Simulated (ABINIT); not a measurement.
# Calculated records

```
Beyond one shot: ZnSe (Stilleite)
1.0
     0.00000    2.83380    2.83380
     2.83380    0.00000    2.83380
     2.83380    2.83380    0.00000
Zn Se
1 1
Direct
  0.00000 0.00000 0.00000
  0.25000 0.25000 0.25000
# method: RPA screening on LDA from quasiparticle energies, plane waves, norm-conserving pseudopotentials (and 5 further levels or steps)
# program: ABINIT 10.8.3
# settings: cutoff 48 Ha, PseudoDojo scalar-relativistic 0.4.1 stringent, norm-conserving, potential set dojo-sr-lda-0.4.1-stringent, ngkpt (4, 4, 4), nband 159, ecuteps 6.6 Ha, gwcalctyp 10, inclvkb 2, shiftk (0, 0, 0), symchi 1, awtr 1, frequency ppm, cycle 3, q points all but q = 0, 4×4×4 k-mesh
# cost: 15 runs, 50 min in all on 4 MPI ranks of Arm Neoverse V1, shared host
# notes: The cell and positions come from the Crystallography Open Database and are kept as given unless a step says otherwise. Limits: no spin-orbit coupling. The first cycle of evGW0 takes the full correction, without the factor Z, so it overshoots the one-shot value. The 4×4×4 mesh is coarse for this cell, which bears on the long-range parts of exchange and screening.
# G0W0: 1.990 eV
# evGW0, cycle 1: 2.218 eV
# evGW0, cycle 2: 2.119 eV
# evGW0, cycle 3: 2.128 eV
# evGW, cycle 1: 2.337 eV
# evGW, cycle 2: 2.361 eV
# evGW, cycle 3: 2.365 eV
# known limits: short of the basis limit; no spin-orbit coupling; coarse k mesh
```

[Long decimals in the printed logs are rounded to 6 places.]

[Logs are printed without paths, hosts, clocks, repeated set-up lines and the standing remarks that a program may print on its own settings, such as how far it seeks lower states.]

[Paths, hosts, dates, memory and timing lines, banners, echoed tables and standing remarks are left out of the program output; an Ansatz launch command may be rebuilt from the run's recorded settings. Measured values are a selection of at most five: reports struck by readers or far from the other reports are left out. None is set beside runs whose start may be inverted or whose files or cutoffs have a known fault.]

[Runs of the session that timed out or met a known fault of the program may be left out.]

[Hosts, paths, dates, database ids (printed as entryN), source tags and the programs' standing remarks are cut or masked in the printed files.]

[G0W0 gaps are taken among the corrected bands and points alone; a level outside them can change the order at an edge.]

[Where Ansatz stands beside ABINIT at settings called matched, ABINIT's density can come from a denser mesh and the files from another edition; pairs whose starting gaps differed by over 0.03 eV were left out, so agreement reads better than it is.]
